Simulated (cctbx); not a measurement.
## SmSc2Ni9 with cctbx, script by script

Library: cctbx 2025.11. The data are simulated by the first script.

## 1. Simulate the data

run.py:

```python
from cctbx import adptbx, crystal, miller, sgtbx, xray
from cctbx.array_family import flex
from iotbx.shelx import hklf
from scitbx import matrix
import scitbx.random

cs = crystal.symmetry(unit_cell=(8.278, 8.278, 4.669, 90, 90, 90), space_group_symbol='Hall: -P 4 2ab')  # P4/mbm
atoms = [  # label, site, U (iso, or U11 U22 U33 U12 U13 U23 in A^2), occupancy
    ("Sm1", (0, 0, 0), (0.0097, 0.0097, 0.0130, -0.0000, 0.0000, 0.0000), 1),
    ("Ni1", (0.1718, 0.3282, 0.236), (0.0084, 0.0084, 0.0150, -0.0036, 0.0025, -0.0025), 1),
    ("Ni2", (0.785, 0.9403, 0.5), (0.0108, 0.0113, 0.0143, 0.0027, 0.0000, 0.0000), 1),
    ("Ni3", (0.5, 0, 0.5), (0.0262, 0.0262, 0.0176, 0.0025, 0.0000, 0.0000), 1),
    ("Sc1", (0.6283, 0.8717, 0), (0.0178, 0.0178, 0.0169, -0.0012, 0.0000, 0.0000), 1),
]
xs = xray.structure(crystal_symmetry=cs)
for label, site, u, occ in atoms:
    u = adptbx.u_cif_as_u_star(cs.unit_cell(), u) if isinstance(u, tuple) else u
    xs.add_scatterer(xray.scatterer(label, site=site, u=u, occupancy=occ))
xs.set_inelastic_form_factors(0.71073, "sasaki")
xs.show_summary()
p1 = xs.expand_to_p1()
ms = miller.build_set(p1, anomalous_flag=True, d_min=0.6)
flex.set_random_seed(479949)
scitbx.random.set_random_seed(479949)
ms = ms.select(flex.random_double(ms.size()) < 0.5)
i = ms.structure_factors_from_scatterers(p1, algorithm="direct").f_calc().as_intensity_array().data()
i = i * 20000 / flex.max(i)
sig = flex.sqrt(i + flex.pow2(0.04 * i) + 4 ** 2)
noise = scitbx.random.variate(scitbx.random.normal_distribution())(i.size())
data = ms.array(data=i + sig * noise, sigmas=sig).set_observation_type_xray_intensity()
with open("data.hkl", "w") as f:
    data.export_as_shelx_hklf(f)
print("reflections written:", data.size(), " <I/sigma> = %.1f" % flex.mean(data.data() / data.sigmas()))
for h, a, b in list(data.sort("data"))[:12]:
    print("%4d%4d%4d %9.1f %7.1f" % (h + (a, b)))
```

```console
$ python run.py
```

```text
Number of scatterers: 5
At special positions: 5
Unit cell: (8.278, 8.278, 4.669, 90, 90, 90)
Space group: P 4/m b m (No. 127)
reflections written: 3079  <I/sigma> = 11.0
   0   0  -4   19076.9   812.4
   4  -1   0   10769.5   446.9
  -1   4   0   10763.8   446.9
   1  -4   0   10410.4   446.9
  -3   1   1   10046.1   390.8
   1   3   1    9844.4   390.8
   3   1   1    9735.6   390.8
  -1   3  -1    9661.8   390.8
   3   1  -1    9332.5   390.8
   0   0   2    9099.8   338.6
   0  -2   2    9064.0   346.5
   2   0  -2    8312.6   346.5
```

It took 0.27 s on 1 thread of Arm Neoverse V2 (shared host), peak memory 0.07 GiB.

## 2. Refinement (right model, isotropic)

run.py:

```python
import math
from cctbx import adptbx, crystal, maptbx, sgtbx, xray
from cctbx.array_family import flex
from cctbx.xray import observations
from iotbx.shelx import hklf
from scitbx.lstbx import normal_eqns_solving
from smtbx import absolute_structure, utils
from smtbx.refinement import constraints, least_squares

cs = crystal.symmetry(unit_cell=(8.278, 8.278, 4.669, 90, 90, 90), space_group_symbol='Hall: -P 4 2ab')  # P4/mbm
atoms = [  # label, site, U (iso, or U11 U22 U33 U12 U13 U23 in A^2), occupancy
    ("Sm1", (0, 0, 0), 0.0200, 1),
    ("Ni1", (0.1717, 0.3283, 0.2378), 0.0200, 1),
    ("Ni2", (0.7827, 0.9397, 0.5), 0.0200, 1),
    ("Ni3", (0.5, 0, 0.5), 0.0200, 1),
    ("Sc1", (0.6269, 0.8731, 0), 0.0200, 1),
]
xs = xray.structure(crystal_symmetry=cs)
for label, site, u, occ in atoms:
    u = adptbx.u_cif_as_u_star(cs.unit_cell(), u) if isinstance(u, tuple) else u
    xs.add_scatterer(xray.scatterer(label, site=site, u=u, occupancy=occ))
xs.set_inelastic_form_factors(0.71073, "sasaki")
raw = hklf.reader(file_name="data.hkl").as_miller_arrays(crystal_symmetry=cs, anomalous=True)[0]
merged = raw.eliminate_sys_absent().merge_equivalents()
fo2 = merged.array().set_observation_type_xray_intensity()
print("Rint %.3f, %d unique reflections to %.2f A" % (merged.r_int(), fo2.size(), fo2.d_min()))
for sc in xs.scatterers():
    sc.flags.set_grad_site(True)
    sc.flags.set_grad_u_aniso(sc.flags.use_u_aniso())
    sc.flags.set_grad_u_iso(sc.flags.use_u_iso())
obs = fo2.as_xray_observations()
extra = {}
rep = constraints.reparametrisation(xs, [], utils.connectivity_table(xs), **extra)
ls = least_squares.crystallographic_ls(obs, rep, weighting_scheme=least_squares.mainstream_shelx_weighting(a=0, b=0))
print("cycle     R1     wR2    GooF  max shift (A)")
for cycle in range(8):
    ls.build_up()
    r1, wr2, goof = ls.r1_factor(cutoff_factor=2)[0], ls.wR2(), ls.goof()
    old = xs.sites_cart()
    normal_eqns_solving.levenberg_marquardt_iterations(ls, n_max_iterations=3, tau=1e-06, step_threshold=1e-7)
    big = flex.max((xs.sites_cart() - old).norms())
    print("%4d %7.4f %7.4f %7.3f %9.5f" % (cycle + 1, r1, wr2, goof, big))
    ls.build_up(objective_only=True)
    if abs(ls.wR2() - wr2) < 5e-5 and big < 5e-4:
        break
ls.build_up()
print("final R1 %.4f wR2 %.4f GooF %.3f  parameters %d  data/parameter %.1f" % (ls.r1_factor(cutoff_factor=2)[0], ls.wR2(), ls.goof(), ls.n_parameters, fo2.size() / ls.n_parameters))
cov = ls.covariance_matrix_and_annotations()
su = dict(zip(cov.annotations, (math.sqrt(max(v, 0)) for v in cov.matrix.matrix_packed_u_diagonal())))
a2 = cs.unit_cell().reciprocal_parameters()[0] ** -2
print("atom        x        y        z      Ueq    occ   su(xyz)  su(Uiso or U11)")
for sc in xs.scatterers():
    s = max(su.get(sc.label + k, 0) for k in (".x", ".y", ".z"))
    npd = "" if sc.is_positive_definite_u(cs.unit_cell()) else "  NPD"
    print("%-5s %8.5f %8.5f %8.5f %8.4f %6.3f %8.5f %7.4f%s" % ((sc.label,) + sc.site + (sc.u_iso_or_equiv(cs.unit_cell()), sc.occupancy, s, su.get(sc.label + ".uiso", su.get(sc.label + ".u11", 0) * a2), npd)))
fo = fo2.f_sq_as_f()
fc = fo.structure_factors_from_scatterers(xs, algorithm="direct").f_calc()
diff = fo.f_obs_minus_f_calc(1 / math.sqrt(ls.scale_factor()), fc).average_bijvoet_mates()
m = diff.fft_map(symmetry_flags=maptbx.use_space_group_symmetry, resolution_factor=0.25).apply_volume_scaling()
print("difference map: max %.2f min %.2f rms %.2f" % (m.statistics().max(), m.statistics().min(), m.statistics().sigma()))
peaks = m.peak_search(parameters=maptbx.peak_search_parameters(min_distance_sym_equiv=0.6, max_clusters=6)).all()
near = xs.closest_distances(peaks.sites(), distance_cutoff=4)
sps = cs.special_position_settings(min_distance_sym_equiv=0.5)
for k, (x, h) in enumerate(zip(peaks.sites(), peaks.heights())):
    ss = sps.site_symmetry(x)
    print("Q%-3d %7.4f %7.4f %7.4f %4d %7.2f  %.2f A from %s" % ((k + 1,) + tuple(t % 1 for t in ss.exact_site()) + (ss.multiplicity(), h, near.smallest_distances[k], xs.scatterers()[near.i_seqs[k]].label)))
```

```console
$ python run.py
```

```text
Rint 0.039, 456 unique reflections to 0.60 A
cycle     R1     wR2    GooF  max shift (A)
   1  0.1414  0.3180  10.263   0.02064
   2  0.0513  0.1326   4.281   0.00002
final R1 0.0513 wR2 0.1326 GooF 4.281  parameters 10  data/parameter 45.6
atom        x        y        z      Ueq    occ   su(xyz)  su(Uiso or U11)
Sm1    0.00000  0.00000  0.00000   0.0109  1.000  0.00000  0.0002
Ni1    0.17167  0.32833  0.23593   0.0108  1.000  0.00026  0.0003
Ni2    0.78510  0.94037  0.50000   0.0121  1.000  0.00017  0.0003
Ni3    0.50000  0.00000  0.50000   0.0232  1.000  0.00000  0.0006
Sc1    0.62838  0.87162  0.00000   0.0175  1.000  0.00027  0.0005
difference map: max 7.41 min -6.37 rms 0.65
Q1    0.1563  0.3437  0.1648    8    7.72  0.38 A from Ni1
Q2    0.0000  0.0000  0.0737    4    7.59  0.34 A from Sm1
Q3    0.1916  0.3084  0.2951    8    7.57  0.36 A from Ni1
Q4    0.0359  0.4641  0.5000    4    4.49  0.42 A from Ni3
Q5    0.0798  0.7647  0.5000    8    2.38  0.24 A from Ni2
Q6    0.0925  0.5925  0.0000    4    1.72  0.42 A from Sc1
```

Time: 0.45 s.

Figures of merit this high mean that the model is still wrong or incomplete.

## 3. Refinement (right model, anisotropic)

run.py, as its changes from the last script of this kind:

```diff
@@ -12,5 +12,5 @@
-    ("Sm1", (0, 0, 0), 0.0200, 1),
-    ("Ni1", (0.1717, 0.3283, 0.2378), 0.0200, 1),
-    ("Ni2", (0.7827, 0.9397, 0.5), 0.0200, 1),
-    ("Ni3", (0.5, 0, 0.5), 0.0200, 1),
-    ("Sc1", (0.6269, 0.8731, 0), 0.0200, 1),
+    ("Sm1", (0, 0, 0), 0.0109, 1),
+    ("Ni1", (0.17167, 0.32833, 0.23593), 0.0108, 1),
+    ("Ni2", (0.7851, 0.94037, 0.5), 0.0121, 1),
+    ("Ni3", (0.5, 0, 0.5), 0.0232, 1),
+    ("Sc1", (0.62838, 0.87162, 0), 0.0175, 1),
@@ -22,0 +23 @@
+xs.convert_to_anisotropic()
```

```console
$ python run.py
```

```text
Rint 0.039, 456 unique reflections to 0.60 A
cycle     R1     wR2    GooF  max shift (A)
   1  0.0513  0.1327   4.335   0.00176
   2  0.0122  0.0263   0.860   0.00000
final R1 0.0122 wR2 0.0263 GooF 0.860  parameters 21  data/parameter 21.7
atom        x        y        z      Ueq    occ   su(xyz)  su(Uiso or U11)
Sm1    0.00000  0.00000  0.00000   0.0108  1.000  0.00000  0.0001
Ni1    0.17182  0.32818  0.23588   0.0106  1.000  0.00006  0.0001
Ni2    0.78503  0.94035  0.50000   0.0121  1.000  0.00003  0.0001
Ni3    0.50000  0.00000  0.50000   0.0234  1.000  0.00000  0.0002
Sc1    0.62824  0.87176  0.00000   0.0175  1.000  0.00005  0.0001
difference map: max 0.76 min -0.77 rms 0.18
Q1    0.0741  0.2799  0.0000    8    0.78  1.42 A from Ni1
Q2    0.0011  0.2036  0.0000    8    0.74  1.69 A from Sm1
Q3    0.1540  0.8084  0.5000    8    0.69  0.80 A from Ni2
Q4    0.0677  0.6972  0.0000    8    0.64  0.76 A from Sc1
Q5    0.2278  0.7278  0.5000    4    0.59  1.47 A from Ni2
Q6    0.0000  0.5000  0.4070    4    0.54  0.43 A from Ni3
```

Time: 0.42 s.

## 4. Refinement

run.py, as its changes from the last script of this kind:

```diff
@@ -22 +22 @@
-xs.set_inelastic_form_factors(0.71073, "sasaki")
+xs.set_inelastic_form_factors(1.54184, "sasaki")
@@ -37 +37 @@
-for cycle in range(8):
+for cycle in range(12):
```

```console
$ python run.py
```

```text
Rint 0.039, 456 unique reflections to 0.60 A
cycle     R1     wR2    GooF  max shift (A)
   1  0.1596  0.4281  13.991   0.00534
   2  0.0637  0.2344   7.660   0.00179
   3  0.0633  0.2322   7.587   0.00064
   4  0.0629  0.2316   7.570   0.00034
   5  0.0629  0.2315   7.565   0.00019
   6  0.0629  0.2314   7.563   0.00012
final R1 0.0629 wR2 0.2314 GooF 7.562  parameters 21  data/parameter 21.7
atom        x        y        z      Ueq    occ   su(xyz)  su(Uiso or U11)
Sm1    0.00000  0.00000  0.00000   0.0118  1.000  0.00000  0.0005
Ni1    0.17123  0.32877  0.23543   0.0022  1.000  0.00056  0.0006  NPD
Ni2    0.78480  0.93992  0.50000   0.0041  1.000  0.00033  0.0010
Ni3    0.50000  0.00000  0.50000   0.0150  1.000  0.00000  0.0020
Sc1    0.62817  0.87183  0.00000   0.0225  1.000  0.00054  0.0015
difference map: max 21.65 min -4.82 rms 0.89
Q1    0.0000  0.0000  0.0000    2   21.65  0.00 A from Sm1
Q2    0.2500  0.2500  0.0000    4    6.07  1.43 A from Sc1
Q3    0.0000  0.0000  0.5000    2    4.91  1.85 A from Ni2
Q4    0.1745  0.3255  0.2581    8    4.05  0.11 A from Ni1
Q5    0.1461  0.2848  0.0000    8    3.51  1.18 A from Ni1
Q6    0.1482  0.7221  0.0000    8    3.48  0.79 A from Sc1
```

Time: 0.65 s.

This run holds a fault made on purpose: dispersion terms of the wrong wavelength.

## 5. Refinement

run.py, as its changes from the last script of this kind:

```diff
@@ -14,2 +14,2 @@
-    ("Ni2", (0.7851, 0.94037, 0.5), 0.0121, 1),
-    ("Ni3", (0.5, 0, 0.5), 0.0232, 1),
+    ("Ca1", (0.7851, 0.94037, 0.5), 0.0121, 1),
+    ("Ni2", (0.5, 0, 0.5), 0.0232, 1),
@@ -22 +22 @@
-xs.set_inelastic_form_factors(1.54184, "sasaki")
+xs.set_inelastic_form_factors(0.71073, "sasaki")
```

```console
$ python run.py
```

```text
Rint 0.039, 456 unique reflections to 0.60 A
cycle     R1     wR2    GooF  max shift (A)
   1  0.1748  0.4039  13.199   0.00311
   2  0.1055  0.2642   8.633   0.00008
final R1 0.1053 wR2 0.2642 GooF 8.633  parameters 21  data/parameter 21.7
atom        x        y        z      Ueq    occ   su(xyz)  su(Uiso or U11)
Sm1    0.00000  0.00000  0.00000   0.0111  1.000  0.00000  0.0006
Ni1    0.17151  0.32849  0.23588   0.0121  1.000  0.00060  0.0008
Ca1    0.78473  0.94031  0.50000   0.0026  1.000  0.00035  0.0010  NPD
Ni2    0.50000  0.00000  0.50000   0.0237  1.000  0.00000  0.0019
Sc1    0.62827  0.87173  0.00000   0.0182  1.000  0.00056  0.0015
difference map: max 16.86 min -3.71 rms 1.59
Q1    0.0590  0.7969  0.5000    8   17.07  0.10 A from Ca1
Q2    0.0000  0.0000  0.0000    2    7.30  0.00 A from Sm1
Q3    0.1755  0.3245  0.2428    8    5.56  0.06 A from Ni1
Q4    0.0355  0.4645  0.5000    4    4.06  0.42 A from Ni2
Q5    0.0976  0.6520  0.0000    8    3.22  0.32 A from Sc1
Q6    0.0583  0.5583  0.0000    4    3.03  0.82 A from Sc1
```

Time: 0.46 s.

This run holds a fault made on purpose: wrong element: Ca1 is Ni.

## 6. Refinement

run.py, as its changes from the last script of this kind:

```diff
@@ -12,5 +12,5 @@
-    ("Sm1", (0, 0, 0), 0.0109, 1),
-    ("Ni1", (0.17167, 0.32833, 0.23593), 0.0108, 1),
-    ("Ca1", (0.7851, 0.94037, 0.5), 0.0121, 1),
-    ("Ni2", (0.5, 0, 0.5), 0.0232, 1),
-    ("Sc1", (0.62838, 0.87162, 0), 0.0175, 1),
+    ("Sm1", (0, 0, 0), 0.0200, 1),
+    ("Ni1", (0.2219, 0.2781, 0.17), 0.0200, 1),
+    ("Ni2", (0.8673, 0.9223, 0.5), 0.0200, 1),
+    ("Ni3", (0.5, 0, 0.5), 0.0200, 1),
+    ("Sc1", (0.6767, 0.8233, 0), 0.0200, 1),
@@ -23 +22,0 @@
-xs.convert_to_anisotropic()
@@ -37 +36 @@
-for cycle in range(12):
+for cycle in range(10):
@@ -41 +40 @@
-    normal_eqns_solving.levenberg_marquardt_iterations(ls, n_max_iterations=3, tau=1e-06, step_threshold=1e-7)
+    normal_eqns_solving.levenberg_marquardt_iterations(ls, n_max_iterations=3, tau=0.0001, step_threshold=1e-7)
```

```console
$ python run.py
```

```text
Rint 0.039, 456 unique reflections to 0.60 A
cycle     R1     wR2    GooF  max shift (A)
   1  0.7951  0.9606  31.003   0.23120
   2  0.7196  0.9265  29.901   0.07275
   3  0.7168  0.9239  29.820   0.02251
   4  0.7174  0.9236  29.809   0.01802
   5  0.7174  0.9234  29.801   0.03026
   6  0.7170  0.9229  29.787   0.03667
   7  0.7169  0.9223  29.766   0.20998
   8  0.7136  0.9204  29.706   0.35586
   9  0.7117  0.9174  29.610   0.74955
  10  0.7064  0.9150  29.532   0.47675
final R1 0.6986 wR2 0.9123 GooF 29.443  parameters 10  data/parameter 45.6
atom        x        y        z      Ueq    occ   su(xyz)  su(Uiso or U11)
Sm1    0.00000  0.00000  0.00000   0.0080  1.000  0.00000  0.0040
Ni1    0.22750  0.27250  0.27889   0.0518  1.000  0.01701  0.0176
Ni2    0.72887  0.92567  0.50000   0.1779  1.000  0.03302  0.0810
Ni3    0.50000  0.00000  0.50000   0.0193  1.000  0.00000  0.0092
Sc1    0.63960  0.86040  0.00000   0.0237  1.000  0.00704  0.0138
difference map: max 584.23 min -123.45 rms 21.95
Q1    0.0000  0.0000  0.0000    2  584.23  0.00 A from Sm1
Q2    0.0566  0.7850  0.5000    8  168.78  0.49 A from Ni2
Q3    0.1711  0.3289  0.2342    8  156.32  0.69 A from Ni1
Q4    0.1311  0.6311  0.0000    4  154.53  0.10 A from Sc1
Q5    0.1699  0.6699  0.2249    8  125.92  1.11 A from Sc1
Q6    0.0597  0.2150  0.5000    8  108.62  1.20 A from Ni2
```

It took 0.86 s on 1 thread of Arm Neoverse V2, with other jobs on the host, peak memory 0.09 GiB.

This run holds a fault made on purpose: start far from the minimum.

[Logs are printed without paths, hosts, clocks, repeated set-up lines and the standing remarks that a program may print on its own settings, such as how far it seeks lower states.]
